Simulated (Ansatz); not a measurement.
Two G0W0 runs on Si2As4W (MoSi2N4-type monolayer).

The cell holds 7 atoms: 1 W, 4 As and 2 Si. Cell: a = 3.552 Å, b = 3.552 Å, c = 42.800 Å, α = 90.0°, β = 90.0°, γ = 120.0°. Vacuum lies along c.

```xyz
7
Lattice="3.5516 0.0000 0.0000 -1.7758 3.0757 0.0000 0.0000 0.0000 42.8000" Properties=species:S:1:pos:R:3
W     0.0000    0.0000   21.4000
As    0.0000    2.0505   22.8772
As    0.0000    2.0505   19.9228
Si    0.0000    2.0505   25.1943
Si    0.0000    2.0505   17.6057
As    1.7758    1.0252   26.2951
As    1.7758    1.0252   16.5049
```

The structure was relaxed with LDA. The runs that relaxed it are not among those shown. Spin-orbit coupling is left out unless a run names it.

The first (Ansatz 0.2.0; start LDA, 6×6×1 mesh, 556 empty bands, screening to 65 eV, PAW set soft_1 files; 4 threads of Arm Neoverse V1, shared host) gave, on its mesh: starting gap 0.50 eV, G0W0 gap 0.61 eV, mean of 1 + 4πα/V (set by the cell height) 7.21, 16 min.

The second gave: starting gap 0.50 eV, G0W0 gap 0.86 eV, mean of 1 + 4πα/V (set by the cell height) 7.33, 3.4 min.

**Question.** What was changed in the input? Choose among start, files, mesh, bands and cutoff, frequency model or another key.

Changed: empty bands from 556 to 258 and screening cutoff (eV) from 65.0 to 39.0. The starting gap stayed, which rules out the functional and points to the GW step. Other changes could give like numbers; this is the one that was made.

Limits: not at the basis limit; coarse mesh for a sheet; no spin-orbit coupling.

[Paths, hosts, dates, memory and timing lines, banners, echoed tables and standing remarks are left out of the program output.]

[Logs are printed without paths, hosts, clocks, repeated set-up lines and the standing remarks that a program may print on its own settings, such as how far it seeks lower states.]

[Runs of the session that timed out or met a known fault of the program may be left out.]

[Cells called generated may have been cut or substituted from an entry of the Crystallography Open Database or the Materials Project.]

[Hosts, paths, dates, database ids (printed as entryN), source tags and the programs' standing remarks are cut or masked in the printed files.]
